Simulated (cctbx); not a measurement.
# Lattice, Laue class and space group of a new crystal

Cell: a = 7.5910 Å, b = 7.5910 Å, c = 6.2560 Å, α = 90.00°, β = 90.00°, γ = 120.00°. Expected content of the cell: Cs2 Nb2 Br6.

Simulated single-crystal data (cctbx): Ag Kα, λ = 0.56087 Å, to d = 0.84 Å, 80 % of the full sphere, strongest reflection 70000 counts, noise from counting, a 3 % proportional error and a noise floor of 8 counts (s.d.); no absorption.

A first pass over the reflections prints:

```text
1774 reflections to d = 0.841 A
centring   violations  <I/sigma> of those
    A        737 of   897     19.7
    B        726 of   890     19.5
    C        753 of   887     17.7
    I        731 of   884     19.7
    R        974 of  1143     19.7
    F       1108 of  1337     18.9
Laue class    unique    Rint  (classes that these axes allow; Friedel mates merged)
P -1             1059   0.020
P 1 1 2/m         606   0.022
P -3              373   0.023
P -3 1 m          216   0.025
P -3 m 1          233   0.025
P 6/m             208   0.025
P 6/m m m         142   0.026
space group    extra absences  I>4sigma  <I/sigma>
P 6 2 2                 0          0         -  acentric
P 63 2 2                5          0      -0.0  acentric
P 6 m m                 0          0         -  acentric
P 63 m c              122          0       0.0  acentric
P -6 m 2                0          0         -  acentric
P -6 2 m                0          0         -  acentric
P -6 2 c              122          0       0.0  acentric
P 6/m m m               0          0         -  centric
P 63/m m c            122          0       0.0  centric
Wilson B = 0.69 A^2   <|E^2-1|> = 0.959 (0.968 centric, 0.736 acentric)   E^2>4: 4.5 %
shell (A)         n   <I/sigma>
 6.57 - 1.67     25     58.5
 1.67 - 1.33     18     71.2
 1.33 - 1.16     20     60.7
 1.16 - 1.06     14     56.7
 1.06 - 0.98     18     69.3
 0.98 - 0.93     16     58.8
 0.93 - 0.88     16     69.0
 0.88 - 0.84     15     62.3
```

**Question.** What are the lattice type, the Laue class and the likely space group?

Every centring test has many violations, so the lattice is primitive.

Rint stays low (0.020 to 0.026) up to P 6/m m m, the highest class in these axes.

9 settings pass the absence test. The most absences obeyed, 122, belong to P 63 m c, P -6 2 c and P 63/m m c, which absences can't tell apart.

⟨|E²−1|⟩ = 0.959 leans to a centrosymmetric structure. The Wilson B of 0.69 Å² means U ≈ 0.0087 Å².

The true group is P6_3/mmc (no. 194), Laue class 6/mmm, centrosymmetric. The tables only narrow the choice to the tied entries; cell content, site symmetry and trial solutions must settle it.

The model is made up (kin elements in a known structure type, no relaxation), so it says nothing on whether the phase exists.

[Logs are printed without paths, hosts, clocks, repeated set-up lines and the standing remarks that a program may print on its own settings, such as how far it seeks lower states.]
